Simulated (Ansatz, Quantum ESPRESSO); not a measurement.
## Ti (bcc): bulk modulus from a few volumes

How stiff is bcc Ti under hydrostatic load? Each row relaxes cell and atoms at a set pressure. The symmetry of the cell is held, so distortions that would lower it, which this phase may prefer, aren't tested. The phase is followed to these pressures whether or not it stays the stable one.

Calculated with Ansatz 0.2.0, PBEsol, PAW files of the set soft_1, cutoff 600 eV, Fermi–Dirac smearing 0.05 eV, k-mesh 19×19×19, no spin polarisation, no spin-orbit coupling.

Reference cell, relaxed at zero pressure with PBEsol (Im-3m): a = 2.7795 Å, b = 2.7795 Å, c = 2.7795 Å, α = 109.47°, β = 109.47°, γ = 109.47°.

```
atom       x       y       z
  Ti  0.0000  0.0000  0.0000
```

```
V (Å³/atom)    V/V0  P (GPa)  E − E0 (meV/atom)
    17.1659  1.0385   −3.997                8.2
    15.8610  0.9595    5.001               10.1
    15.2930  0.9252    9.999               36.5
    14.7991  0.8953   14.996               74.9
    13.6072  0.8232   29.999              239.5
```

V0 = 16.5300 Å³ an atom, where the residual pressure P0 is +0.001 GPa. **Question.** Fit the Birch–Murnaghan law and give the pressure and the energy at V = 14.3610 Å³ an atom, a row left out above.

With the Eulerian strain f = ½[(V0/V)^(2/3) − 1] and F = (P − P0)/[3f(1 + 2f)^(5/2)], the third-order law is the line F = B0 + (3/2) B0 (B′ − 4) f.

```csv
f,F (GPa)
0.06925,104.40
0.03826,108.64
0.02661,110.01
0.01396,111.42
−0.01243,114.22
```

A straight line through the 5 rows: the means are 0.02713 for f and 109.74 for F, Σ(Δx)² = 0.003637 and ΣΔxΔy = −0.4367, so the slope is −0.4367/0.003637 = −120.07 and the intercept 109.74 − (−120.07)(0.02713) = 113.

Hence B0 = 113.0 GPa and B′ = 4 + (−120.1)/(1.5 × 113.0) = 3.29. For the withheld volume f = 0.04916, F = 107.09 GPa and P = 19.97 GPa. The run itself gives 20.00 GPa, so the estimate misses by 0.03 GPa; the fitted rows themselves lie up to 0.08 GPa off the law.

Integrating the same law gives E − E0 = (9/2) B0 V0 f²[1 + (B′ − 4) f] + P0(V0 − V), with 1 GPa Å³ = 6.2415 meV: 122.4 meV an atom. The run itself gives 122.6 meV, so the estimate misses by 0.2 meV; the fitted rows themselves lie up to 0.2 meV off the law.

The same fit over all rows at other levels or in other programs gives B0 = 113 GPa with PBEsol (Quantum ESPRESSO, GBRV).

[Logs are printed without paths, hosts, clocks, repeated set-up lines and the standing remarks that a program may print on its own settings, such as how far it seeks lower states.]
